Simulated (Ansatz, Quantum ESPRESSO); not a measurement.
# LiIn (Fd-3m): zone-centre phonons, part 2 of 3

Which modes does LiIn (Fd-3m) have at the zone centre?

Quantum ESPRESSO 7.5; DFT LDA, scalar-relativistic, plane waves, JTH PAW pseudopotentials.

So far. Step 2 (A first look): No gap opens on this mesh, so smearing is kept; the start stands at -2.5 GPa. Step 4 (Self-consistent run for the response): The cell stands at 0.16 GPa, close enough for phonons. The relaxed cell has a = 6.643 Å (conventional setting).

The database entry behind the starting cell is an old determination (1933), so it need not match the best structure at ambient conditions.

## (5) Linear response at Γ

At q = 0 one unit cell holds all displacements; symmetry groups them into irreducible representations that are solved one by one. With smeared occupations no response to a homogeneous field can be asked.

ph.in reads:

```
phonons
 &inputph
    prefix='x',
    outdir='./tmp',
    fildyn='g.dyn',
    tr2_ph=1.0d-18,
    alpha_mix(1)=0.4,
    nmix_ph=8,
 /
0.000000000 0.000000000 0.000000000
```

Command:

```
$ OMP_NUM_THREADS=1 mpirun -n 8 ph.x -nk 8 -in ph.in > ph.out
```

What it wrote:

```text
[banners, grids, parts of the stress and lines that vanish by symmetry left out]
[banner, memory and clock lines left out]
Program PHONON v.7.5

     ./tmp/x.save/

     file Li.upf: wavefunction(s)  1S 2S 0S 2P 0P renormalized
     file In.upf: wavefunction(s)  0S 5P 0P 4D 0D renormalized

     IMPORTANT: XC functional enforced from input :
     Exchange-correlation= PW
                           (   1   4   0   0   0   0   0)
     Any further DFT definition will be discarded
     Please, verify this is what you really want

     G-vector sticks info

     Check: negative core charge=   -0.000002
     Reading collected, re-writing distributed wavefunctions in ./tmp/

     Number and degeneracy of irreps per q-point
       N         xq(1)         xq(2)         xq(3)   N irreps
       1   0.000000000   0.000000000   0.000000000       4
        3   3   3   3

     Calculation of q =    0.0000000   0.0000000   0.0000000

     phonons

     bravais-lattice index     =            0
     lattice parameter (alat)  =       8.8770  a.u.
     unit-cell volume          =     494.6389 (a.u.)^3
     number of atoms/cell      =            4
     number of atomic types    =            2
     kinetic-energy cut-off    =      50.0000  Ry
     charge density cut-off    =     250.0000  Ry
     convergence threshold     =      1.0E-18
     beta                      =       0.4000
     number of iterations used =            8
     Exchange-correlation= PW
                           (   1   4   0   0   0   0   0)

     celldm(1)=    8.87703  celldm(2)=    0.00000  celldm(3)=    0.00000
     celldm(4)=    0.00000  celldm(5)=    0.00000  celldm(6)=    0.00000

     crystal axes: (cart. coord. in units of alat)
               a(1) = ( -0.7071  0.0000  0.7071 )
               a(2) = (  0.0000  0.7071  0.7071 )
               a(3) = ( -0.7071  0.7071  0.0000 )

     reciprocal axes: (cart. coord. in units 2 pi/alat)
               b(1) = ( -0.7071 -0.7071  0.7071 )
               b(2) = (  0.7071  0.7071  0.7071 )
               b(3) = ( -0.7071  0.7071 -0.7071 )

     Atoms inside the unit cell:

     Cartesian axes

     site n.  atom      mass           positions (alat units)
        1  Li      6.9400   tau(    1) = (    0.00000    0.00000    0.00000  )
        2  Li      6.9400   tau(    2) = (   -1.06066    1.06066    1.06066  )
        3  In    114.8180   tau(    3) = (   -0.70711    0.70711    0.70711  )
        4  In    114.8180   tau(    4) = (   -0.35355    0.35355    0.35355  )

     Computing dynamical matrix for
                    q = (   0.0000000   0.0000000   0.0000000 )

     49 Sym.Ops. (with q -> -q+G )

     G cutoff =  499.0175  (  33079 G-vectors)     FFT grid: ( 48, 48, 48)
     G cutoff =  399.2140  (  23505 G-vectors)  smooth grid: ( 40, 40, 40)

     number of k points=    29  Marzari-Vanderbilt smearing, width (Ry)=  0.0200
                       cart. coord. in units 2pi/alat
        k(    1) = (   0.0000000   0.0000000   0.0000000), wk =   0.0039062
        k(    2) = (  -0.0883883   0.0883883  -0.0883883), wk =   0.0312500
        k(    3) = (  -0.1767767   0.1767767  -0.1767767), wk =   0.0312500
        [... further k-points left out ...]

     PseudoPot. # 1 for Li read from file:
     ./pseudo/Li.upf
     Pseudo is Projector augmented-wave + core cor, Zval =  3.0
     Shape of augmentation charge: BESSEL
     Using radial grid of  865 points,  5 beta functions with:
                l(1) =   0
                l(2) =   0
                l(3) =   0
                l(4) =   1
                l(5) =   1
     Q(r) pseudized with 0 coefficients

     PseudoPot. # 2 for In read from file:
     ./pseudo/In.upf
     Pseudo is Projector augmented-wave + core cor, Zval = 13.0
     Shape of augmentation charge: BESSEL
     Using radial grid of 1088 points,  6 beta functions with:
                l(1) =   0
                l(2) =   0
                l(3) =   1
                l(4) =   1
                l(5) =   2
                l(6) =   2
     Q(r) pseudized with 0 coefficients

     Mode symmetry, O_h (m-3m)  point group:

     Atomic displacements:
     There are    4 irreducible representations

     Representation     1      3 modes -  To be done

     Representation     2      3 modes -  To be done

     Representation     3      3 modes -  To be done

     Representation     4      3 modes -  To be done

     Alpha used in Ewald sum =   2.4000

     Representation #   1 modes #   1   2   3

     Self-consistent Calculation
      thresh= 1.000E-02 alpha_mix =  0.400 |ddv_scf|^2 =  3.933E-08
      thresh= 1.983E-05 alpha_mix =  0.400 |ddv_scf|^2 =  7.266E-09
      thresh= 8.524E-06 alpha_mix =  0.400 |ddv_scf|^2 =  1.721E-10
      thresh= 1.312E-06 alpha_mix =  0.400 |ddv_scf|^2 =  7.586E-12
      thresh= 2.754E-07 alpha_mix =  0.400 |ddv_scf|^2 =  2.476E-13
      thresh= 4.976E-08 alpha_mix =  0.400 |ddv_scf|^2 =  2.384E-14
      thresh= 1.544E-08 alpha_mix =  0.400 |ddv_scf|^2 =  3.358E-16
      thresh= 1.832E-09 alpha_mix =  0.400 |ddv_scf|^2 =  1.489E-18
      thresh= 1.220E-10 alpha_mix =  0.400 |ddv_scf|^2 =  4.474E-19

     End of self-consistent calculation

     Convergence has been achieved

     Representation #   2 modes #   4   5   6

     Self-consistent Calculation
      thresh= 1.000E-02 alpha_mix =  0.400 |ddv_scf|^2 =  1.374E-06
      thresh= 1.172E-04 alpha_mix =  0.400 |ddv_scf|^2 =  7.568E-08
      thresh= 2.751E-05 alpha_mix =  0.400 |ddv_scf|^2 =  3.872E-09
      thresh= 6.223E-06 alpha_mix =  0.400 |ddv_scf|^2 =  3.038E-11
      thresh= 5.512E-07 alpha_mix =  0.400 |ddv_scf|^2 =  1.239E-12
[...]
End of self-consistent calculation

     Convergence has been achieved

     Representation #   3 modes #   7   8   9

     Self-consistent Calculation
[...]
End of self-consistent calculation

     Convergence has been achieved

     Representation #   4 modes #  10  11  12

     Self-consistent Calculation
[...]
thresh= 7.173E-06 alpha_mix =  0.400 |ddv_scf|^2 =  4.151E-10
      thresh= 2.037E-06 alpha_mix =  0.400 |ddv_scf|^2 =  5.125E-12
      thresh= 2.264E-07 alpha_mix =  0.400 |ddv_scf|^2 =  1.116E-13
      thresh= 3.340E-08 alpha_mix =  0.400 |ddv_scf|^2 =  1.672E-14
      thresh= 1.293E-08 alpha_mix =  0.400 |ddv_scf|^2 =  3.928E-17
      thresh= 6.267E-10 alpha_mix =  0.400 |ddv_scf|^2 =  2.959E-18
      thresh= 1.720E-10 alpha_mix =  0.400 |ddv_scf|^2 =  6.667E-20

     End of self-consistent calculation

     Convergence has been achieved

     Number of q in the star =    1
     List of q in the star:
          1   0.000000000   0.000000000   0.000000000

     Diagonalizing the dynamical matrix

     q = (    0.000000000   0.000000000   0.000000000 )

 **************************************************************************
     freq (    1) =      -0.035275 [THz] =      -1.176635 [cm-1]
     freq (    2) =      -0.035275 [THz] =      -1.176635 [cm-1]
     freq (    3) =      -0.035275 [THz] =      -1.176635 [cm-1]
     freq (    4) =       4.209169 [THz] =     140.402766 [cm-1]
     freq (    5) =       4.209169 [THz] =     140.402766 [cm-1]
     freq (    6) =       4.209169 [THz] =     140.402766 [cm-1]
     freq (    7) =       6.026906 [THz] =     201.035961 [cm-1]
     freq (    8) =       6.026906 [THz] =     201.035961 [cm-1]
     freq (    9) =       6.026906 [THz] =     201.035961 [cm-1]
     freq (   10) =       8.726733 [THz] =     291.092486 [cm-1]
     freq (   11) =       8.726733 [THz] =     291.092486 [cm-1]
     freq (   12) =       8.726733 [THz] =     291.092486 [cm-1]
 **************************************************************************

     Mode symmetry, O_h (m-3m)  point group:

     freq (   1-   3) =         -1.2  [cm-1]   --> T_1u G_15  G_4- I
     freq (   4-   6) =        140.4  [cm-1]   --> T_2g G_25' G_5+ R
     freq (   7-   9) =        201.0  [cm-1]   --> T_1u G_15  G_4- I
     freq (  10-  12) =        291.1  [cm-1]   --> T_2g G_25' G_5+ R
```

It took 2.8 min on 8 MPI ranks of Arm Neoverse V2, shared host.

Read from the output:

- largest acoustic frequency at the zone centre before the sum rule: -1.18 cm⁻¹
- highest optical zone-centre mode (no LO-TO term): 291.1 cm⁻¹
- lowest optical zone-centre mode: 140.4 cm⁻¹

The acoustic modes at Γ come out as far as 1.2 cm⁻¹ from zero, where they should vanish, a small numerical error.

## (6) Modes with the sum rule

A rigid shift of the crystal must cost nothing, but grids and finite bases break this; the acoustic sum rule is imposed before the matrix is diagonalised again.

dynmat.in reads:

```
 &input
    fildyn='g.dyn',
    asr='simple',
    fileig='dynmat.eig',
 /
```

Command:

```
$ dynmat.x -in dynmat.in > dynmat.out
```

What it wrote:

```text
[banner, memory and clock lines left out]
Program DYNMAT v.7.5

     Reading Dynamical Matrix from file g.dyn
     ...Force constants read
     ...epsilon and Z* not read (not found on file)
     A direction for q was not specified:TO-LO splitting will be absent

     Polarizability (A^3 units)
     multiply by 1.000000 for Clausius-Mossotti correction
         0.000000    0.000000    0.000000
         0.000000    0.000000    0.000000
         0.000000    0.000000    0.000000

     IR activities are in (D/A)^2/amu units

# mode   [cm-1]    [THz]      IR
    1     -0.00   -0.0000    0.0000
    2     -0.00   -0.0000    0.0000
    3     -0.00   -0.0000    0.0000
    4    140.41    4.2094    0.0000
    5    140.41    4.2094    0.0000
    6    140.41    4.2094    0.0000
    7    201.01    6.0263    0.0000
    8    201.01    6.0263    0.0000
    9    201.01    6.0263    0.0000
   10    291.08    8.7263    0.0000
   11    291.08    8.7263    0.0000
   12    291.08    8.7263    0.0000

[end of the log left out, with the tail of the file of modes that dynmat.x writes under the same name]
```

Run time: 0.47 s. Hardware: 1 thread.

Unit eigenvectors of the mass-weighted matrix after the sum rule; no LO-TO term. Modes at Γ, with each element's share of the kinetic energy:

```csv
mode,frequency (cm⁻¹),symmetry,Li %,In %
1,0.0,acoustic,6,94
2,0.0,acoustic,6,94
3,0.0,acoustic,6,94
4,140.4,T2g,1,99
5,140.4,T2g,1,99
6,140.4,T2g,1,99
7,201.0,T1u,94,6
8,201.0,T1u,94,6
9,201.0,T1u,94,6
10,291.1,T2g,99,1
11,291.1,T2g,99,1
12,291.1,T2g,99,1
```

Displacements in mode 4 (140.4 cm⁻¹), the largest set to 1:
```
Li1 -0.12 -0.46 -0.16
Li2  0.12  0.46  0.16
In3  0.27  1.00  0.36
In4 -0.27 -1.00 -0.36
```

Displacements in mode 9 (201.0 cm⁻¹), the largest set to 1:
```
Li1 -0.04 -0.02  1.00
Li2 -0.04 -0.02  1.00
In3  0.00  0.00 -0.06
In4  0.00  0.00 -0.06
```

The rule moves no optical mode by more than 0.1 cm⁻¹.

## (7) Sum rules set otherwise: a sum rule for molecules or wires on a crystal

This rule also removes rotations, which suits molecules and not a crystal; it is tried to see the harm.

dynmat.in reads:

```
 &input
    fildyn='g.dyn',
    asr='zero-dim',
    fileig='dynmat.eig',
 /
```

Command:

```
$ dynmat.x -in dynmat.in > dynmat.out
```

What it wrote:

```text
[banner, memory and clock lines left out]
Program DYNMAT v.7.5

     Reading Dynamical Matrix from file g.dyn
     ...Force constants read
     ...epsilon and Z* not read (not found on file)
     Acoustic Sum Rule: || Z*(ASR) - Z*(orig)|| =    0.000000E+00
     Acoustic Sum Rule: ||dyn(ASR) - dyn(orig)||=    8.827428E-02
     A direction for q was not specified:TO-LO splitting will be absent

     Polarizability (A^3 units)
     multiply by 1.000000 for Clausius-Mossotti correction
         0.000000    0.000000    0.000000
         0.000000    0.000000    0.000000
         0.000000    0.000000    0.000000

     IR activities are in (D/A)^2/amu units

# mode   [cm-1]    [THz]      IR
    1     -0.00   -0.0000    0.0000
    2     -0.00   -0.0000    0.0000
    3      0.00    0.0000    0.0000
    4      0.00    0.0000    0.0000
    5      0.00    0.0000    0.0000
    6    140.40    4.2092    0.0000
    7    201.00    6.0258    0.0000
    8    201.00    6.0258    0.0000
    9    201.00    6.0258    0.0000
   10    226.23    6.7822    0.0000
   11    226.23    6.7822    0.0000
   12    291.09    8.7267    0.0000

[end of the log left out, with the tail of the file of modes that dynmat.x writes under the same name]
```

It took 0.47 s on 1 thread.

The program raised no error, yet the settings are not those of a careful run.

The fault: a sum rule for molecules or wires on a crystal; 2 optical modes are projected out to zero frequency, as if they were rotations.

For a crystal the rule has to be 'simple' or 'crystal'.

Zone-centre frequencies as printed; negative means imaginary. Modes:

```csv
mode,frequency (cm⁻¹)
1,0
2,0
3,0
4,0
5,0
6,140.4
7,201
8,201
9,201
10,226.2
11,226.2
12,291.1
```

## (8) Sum rules set otherwise (asr no)

Without the rule the raw error of the acoustic modes shows.

dynmat.in reads:

```
 &input
    fildyn='g.dyn',
    asr='no',
    fileig='dynmat.eig',
 /
```

Command:

```
$ dynmat.x -in dynmat.in > dynmat.out
```

What it wrote:

```text
[banner, memory and clock lines left out]
Program DYNMAT v.7.5

     Reading Dynamical Matrix from file g.dyn
     ...Force constants read
     ...epsilon and Z* not read (not found on file)
     A direction for q was not specified:TO-LO splitting will be absent

     Polarizability (A^3 units)
     multiply by 1.000000 for Clausius-Mossotti correction
         0.000000    0.000000    0.000000
         0.000000    0.000000    0.000000
         0.000000    0.000000    0.000000

     IR activities are in (D/A)^2/amu units

# mode   [cm-1]    [THz]      IR
    1     -1.18   -0.0353    0.0000
    2     -1.18   -0.0353    0.0000
    3     -1.18   -0.0353    0.0000
    4    140.40    4.2092    0.0000
    5    140.40    4.2092    0.0000
    6    140.40    4.2092    0.0000
    7    201.04    6.0269    0.0000
    8    201.04    6.0269    0.0000
    9    201.04    6.0269    0.0000
   10    291.09    8.7267    0.0000
   11    291.09    8.7267    0.0000
   12    291.09    8.7267    0.0000

[end of the log left out, with the tail of the file of modes that dynmat.x writes under the same name]
```

Elapsed: 0.47 s, on 1 thread.

Zone-centre frequencies as printed; negative means imaginary. Modes:

```csv
mode,frequency (cm⁻¹)
1,-1.18
2,-1.18
3,-1.18
4,140.4
5,140.4
6,140.4
7,201
8,201
9,201
10,291.1
11,291.1
12,291.1
```

Against the first rule no mode moves by more than 1.2 cm⁻¹.

(Continued in part 3 of 3.)

[Host names and launcher messages were left out of these logs when they were recorded.]

[Logs are printed without paths, hosts, clocks, repeated set-up lines and the standing remarks that a program may print on its own settings, such as how far it seeks lower states.]

[Hosts, paths, dates, database ids (printed as entryN), source tags and the programs' standing remarks are cut or masked in the printed files.]
